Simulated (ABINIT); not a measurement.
# Quasiparticle gap of Na2H6Pt (Fm-3m) in ABINIT, part 3 of 3

Aim: the G0W0 gap of Na2H6Pt (Fm-3m) on PBEsol with spin-orbit coupling, step by step.

ABINIT 10.8.3; PBEsol and many-body steps on it, plane waves. Known limits of the many-body steps: not at the basis limit; screening head approximate; d states lean on the start; coarse k mesh.

So far. Step 4 (Empty states on the mesh, 2×2×2 mesh, 146 bands): On this mesh the gap is 3.280 eV. Step 5 (Screening, 2×2×2 mesh, 134 bands, screening to 98 eV): Local fields lower ε∞ by 19 %. On a Γ-centred mesh this coarse the value itself is usually too large, while a short band sum pulls it down.

## 6. Self-energy, 2×2×2 mesh, 134 bands, screening to 98 eV

The self-energy is evaluated for the states that the input lists, and the levels follow from it, in one-shot runs by the linearised quasiparticle equation.

This step: G0W0 on PBEsol with spin-orbit coupling, plane waves, norm-conserving pseudopotentials.

The input, run.abi:

```
acell 3*1.0 Angstrom
rprim 
  0.000000000000 3.629315950000 3.629315950000
  3.629315950000 0.000000000000 3.629315950000
  3.629315950000 3.629315950000 0.000000000000
ntypat 3
znucl 11 1 78
natom 9
typat 1 1 2 2 2 2 2 2 3
xred 
  0.750000000000 0.750000000000 0.750000000000
  0.250000000000 0.250000000000 0.250000000000
  0.774464350000 0.774464350000 0.225535650000
  0.225535650000 0.774464350000 0.225535650000
  0.774464350000 0.225535650000 0.225535650000
  0.225535650000 0.225535650000 0.774464350000
  0.774464350000 0.225535650000 0.774464350000
  0.225535650000 0.774464350000 0.774464350000
  0.000000000000 0.000000000000 0.000000000000
pp_dirpath "pseudos"
pseudos "Na.upf, H.upf, Pt.upf"
ecut 38
nspinor 2
ngkpt 2 2 2
nshiftk 1
shiftk 0 0 0
kptopt 1
chksymbreak 0
istwfk *1
occopt 1
irdwfk 1
optdriver 4
nband 134
gwcalctyp 0
ecutsigx 38
symsigma 0
nkptgw 3
kptgw 
  0.5000000000 0.0000000000 0.0000000000
  0.5000000000 0.5000000000 0.0000000000
  0.0000000000 0.0000000000 0.0000000000
bdgw 
  39 46
  39 46
  39 48
ecuteps 3.6
irdscr 1
ppmodel 1
indata_prefix "in"
outdata_prefix "out"
tmpdata_prefix "tmp"
```

Launch:

```sh
$ OMP_NUM_THREADS=1 mpirun -n 4 abinit run.abi > log
```

Numbers of over 12 decimals in the logs are rounded to 6 here.

Output:

```text
.Version 10.8.3 of ABINIT. v10.8.2 released Aug 2026.

 Symmetries : space group Fm -3 m (#225); Bravais cF (face-center cubic)
[... echo of the input left out ...]
== DATASET  1 ==================================================================
-   mpi_nproc: 4, omp_nthreads: 1 (-1 if OMP is not activated)

--- !DatasetInfo
iteration_state: {dtset: 1, }
dimensions: {natom: 9, nkpt: 3, mband: 134, nsppol: 1, nspinor: 2, nspden: 1, mpw: 7239, }
cutoff_energies: {ecut:  38.0, pawecutdg:  -1.0, }
electrons: {nelect:   4.20000000E+01, charge:   0.00000000E+00, occopt:   1.00000000E+00, tsmear:   1.00000000E-02, }

 SIGMA: Calculation of the GW corrections

 Based on a program developped by R.W. Godby, V. Olevano, G. Onida, and L. Reining.
 Incorporated in ABINIT by V. Olevano, G.-M. Rignanese, and M. Torrent.
.Using double precision arithmetic ; gwpc =  8

[... cell and pseudopotentials left out ...]
--------------------------------------------------------------------------------

 ==== K-mesh for the wavefunctions ====
 Number of points in the irreducible wedge :     3
[... list of points left out ...]
 Together with 48 symmetry operations and time-reversal symmetry
 yields     8 points in the full Brillouin Zone.

 ==== Q-mesh for screening function ====
 Number of points in the irreducible wedge :     3
[... list of points left out ...]
 Together with 48 symmetry operations and time-reversal symmetry
 yields     8 points in the full Brillouin Zone.

 vcoul_init : cutoff-mode = AUXILIARY_FUNCTION
 q-points for optical limit:   1
     1)      0.000010    0.000020    0.000030
 setmesh: FFT mesh size selected  =    54x   54x   54
          total number of points  =       157464

 Number of electrons calculated from density =   42.0000; Expected =   42.0000
 average of density, n =  0.065095
 r_s =    1.5421
 omega_plasma =   24.6110 [eV]

 === KS Band Gaps ===
  >>>> For spin  1
   Minimum direct gap =   4.0729 [eV], located at k-point      :   0.5000  0.5000  0.0000
   Fundamental gap    =   3.2794 [eV], Top of valence bands at :   0.5000  0.0000  0.0000
                                       Bottom of conduction at :   0.5000  0.5000  0.0000
 SIGMA fundamental parameters:
 PLASMON POLE MODEL  1
 number of plane-waves for SigmaX                 7239
 number of plane-waves for SigmaC and W            181
 number of plane-waves for wavefunctions          7239
 number of bands                                   134
 number of independent spin polarizations            1
 number of spinorial components                      2
 number of k-points in IBZ                           3
 number of q-points in IBZ                           3
 number of symmetry operations                      48
 number of k-points in BZ                            8
 number of q-points in BZ                            8
 number of frequencies for dSigma/dE                 9
 frequency step for dSigma/dE [eV]                0.25
 number of omega for Sigma on real axis              0
 max omega for Sigma on real axis  [eV]           0.00
 zcut for avoiding poles [eV]                     0.10

 EPSILON^-1 parameters (SCR file):
 dimension of the eps^-1 matrix on file            181
 dimension of the eps^-1 matrix used               181
 number of plane-waves for wavefunctions          7239
 number of bands                                   134
 number of q-points in IBZ                           3
 number of frequencies                               2
 number of real frequencies                          1
 number of imag frequencies                          1

 matrix elements of self-energy operator (all in [eV])

 Perturbative Calculation

--- !SelfEnergy_ee
iteration_state: {dtset: 1, }
kpoint     : [   0.500,    0.000,    0.000, ]
spin       : 1
KS_gap     :    5.477
QP_gap     :    7.837
Delta_QP_KS:    2.360
data: !SigmaeeData |
     Band     E0 <VxcDFT>   SigX SigC(E0)      Z dSigC/dE  Sig(E)    E-E0       E
       39   0.108 -12.041 -15.130   2.275   0.818  -0.222 -12.707  -0.666  -0.558
       40   0.108 -12.041 -15.130   2.275   0.818  -0.222 -12.707  -0.666  -0.558
       41   0.618 -12.049 -15.023   2.158   0.821  -0.219 -12.719  -0.669  -0.052
       42   0.618 -12.049 -15.023   2.158   0.821  -0.219 -12.719  -0.669  -0.052
       43   6.094 -12.934  -8.458  -2.447   0.833  -0.200 -11.243   1.691   7.785
       44   6.094 -12.934  -8.458  -2.447   0.833  -0.200 -11.243   1.691   7.785
       45   6.239 -13.143  -8.630  -2.448   0.833  -0.201 -11.423   1.720   7.959
       46   6.239 -13.143  -8.630  -2.448   0.833  -0.201 -11.423   1.720   7.959

--- !SelfEnergy_ee
iteration_state: {dtset: 1, }
kpoint     : [   0.500,    0.500,    0.000, ]
spin       : 1
KS_gap     :    4.073
QP_gap     :    6.310
Delta_QP_KS:    2.237
data: !SigmaeeData |
     Band     E0 <VxcDFT>   SigX SigC(E0)      Z dSigC/dE  Sig(E)    E-E0       E
       39  -0.410 -19.456 -23.737   4.122   0.795  -0.258 -19.582  -0.126  -0.536
       40  -0.410 -19.456 -23.737   4.122   0.795  -0.258 -19.582  -0.126  -0.536
[...]
--- !SelfEnergy_ee
iteration_state: {dtset: 1, }
kpoint     : [   0.000,    0.000,    0.000, ]
spin       : 1
KS_gap     :    5.820
QP_gap     :    7.923
Delta_QP_KS:    2.103
data: !SigmaeeData |
     Band     E0 <VxcDFT>   SigX SigC(E0)      Z dSigC/dE  Sig(E)    E-E0       E
[...]
44   6.220  -9.109  -4.468  -2.987   0.848  -0.180  -7.707   1.401   7.622
       45   7.726 -14.406  -9.447  -2.570   0.823  -0.215 -12.440   1.966   9.692
       46   7.726 -14.406  -9.447  -2.569   0.823  -0.215 -12.440   1.966   9.692
       47   7.726 -14.406  -9.447  -2.568   0.823  -0.215 -12.439   1.967   9.693
       48   7.726 -14.406  -9.447  -2.568   0.823  -0.215 -12.439   1.967   9.693

 New Fermi energy :        9.740908E-02 Ha ,    2.650636E+00 eV

 === QP Band Gaps ===
  >>>> For spin  1
   Minimum direct gap =   6.3095 [eV], located at k-point      :   0.5000  0.5000  0.0000
   Fundamental gap    =   5.4045 [eV], Top of valence bands at :   0.5000  0.0000  0.0000
                                       Bottom of conduction at :   0.5000  0.5000  0.0000

== END DATASET(S) ==============================================================
================================================================================

 -outvars: echo values of variables after computation  --------
           etotal      0.0000000000E+00
            nband         134
             nkpt           3
          spgroup         225
 [... the other variables as echoed above ...]

 Calculation completed.
```

Wall time 99 s (4 MPI ranks of Arm Neoverse N1, shared host); peak memory 2 GiB.

Numbers from this step:

```
G0W0 gap on the points computed              : 5.405 eV
starting gap on the mesh                     : 3.280 eV
k of the valence top                         : 0.5, 0, 0
k of the conduction bottom                   : 0.5, 0.5, 0
Z at the valence top                         : 0.821
Z at the conduction bottom                   : 0.839
least direct G0W0 gap on the computed points : 5.889 eV
```

The gap on the mesh goes from 3.28 eV to 5.40 eV, a correction of +2.13 eV.

Limits: finite bands, cutoff and mesh; screening head approximate; d states lean on the start; coarse k mesh. v1 is the top filled band, c1 the lowest empty one. The levels before and after the correction (eV, zero at the valence-band top of each column):

```tsv
	conduction bottom	valence top
Kohn-Sham	3.28	0.00
G0W0	5.41	0.00
```

```tsv
	level	energy (eV)
Kohn-Sham	(0.5 0 0) v3	-0.510
Kohn-Sham	(0.5 0 0) v2-v1	0.000
Kohn-Sham	(0.5 0 0) c1-c2	5.477
Kohn-Sham	(0.5 0 0) c3	5.621
Kohn-Sham	(0.5 0.5 0) v3	-1.028
Kohn-Sham	(0.5 0.5 0) v2-v1	-0.793
Kohn-Sham	(0.5 0.5 0) c1-c2	3.280
Kohn-Sham	(0.5 0.5 0) c3	6.668
G0W0	(0.5 0 0) v3	-0.506
G0W0	(0.5 0 0) v2-v1	0.000
G0W0	(0.5 0 0) c1-c2	7.837
G0W0	(0.5 0 0) c3	8.011
G0W0	(0.5 0.5 0) v3	-0.484
G0W0	(0.5 0.5 0) v2-v1	-0.905
G0W0	(0.5 0.5 0) c1-c2	5.405
G0W0	(0.5 0.5 0) c3	8.768
```

## 7. Where the time went

Times are wall times on 4 MPI ranks of Arm Neoverse N1, shared host, good to a factor of about two.

```tsv
step	time	share	memory (GiB)
ground state	4 min	25 %	0.55
bands along the symmetry lines	6.2 min	39 %	0.69
empty states on the mesh	3.2 min	20 %	0.43
screening	47 s	5 %	1.6
self-energy	99 s	10 %	2.0
```

## 8. What came out

| Property | Result |
| --- | --- |
| PBEsol gap | 3.28 eV, indirect |
| G0W0 gap on the mesh | 5.40 eV |
| GW settings | 2×2×2 mesh, 134 bands, screening to 98 eV, Godby-Needs plasmon pole |
| known limits | not at the basis limit; screening head approximate; d states lean on the start; coarse k mesh |

In words: G0W0 moves the gap on the mesh from 3.28 eV to 5.40 eV (+2.13 eV), with Z of 0.82 and 0.84 at the edges. Local fields lower the RPA ε∞ on this mesh from 4.73 to 3.85; a Γ-centred mesh this coarse tends to raise both, most where the direct gap is narrow, while a short band sum lowers them. The dearest step here is «bands along the symmetry lines». Bands and cutoff are finite, so the gap is not at the basis limit. The miss can reach some tenths of an eV and take either sign; the mesh is an error of its own. The 2×2×2 mesh is coarse for this cell, which bears on the long-range parts of exchange and screening. The long-wavelength limit of the screening leaves out the non-local commutator, which shifts ε∞. With d states at the gap, one-shot GW leans hard on its start.

[Paths, hosts, dates, memory and timing lines, banners, echoed tables and standing remarks are left out of the program output.]

[Logs are printed without paths, hosts, clocks, repeated set-up lines and the standing remarks that a program may print on its own settings, such as how far it seeks lower states.]

[Runs of the session that timed out or met a known fault of the program may be left out.]

[Hosts, paths, dates, database ids (printed as entryN), source tags and the programs' standing remarks are cut or masked in the printed files.]

[G0W0 gaps are taken among the corrected bands and points alone; a level outside them can change the order at an edge.]

[Where Ansatz stands beside ABINIT at settings called matched, ABINIT's density can come from a denser mesh and the files from another edition; pairs whose starting gaps differed by over 0.03 eV were left out, so agreement reads better than it is.]
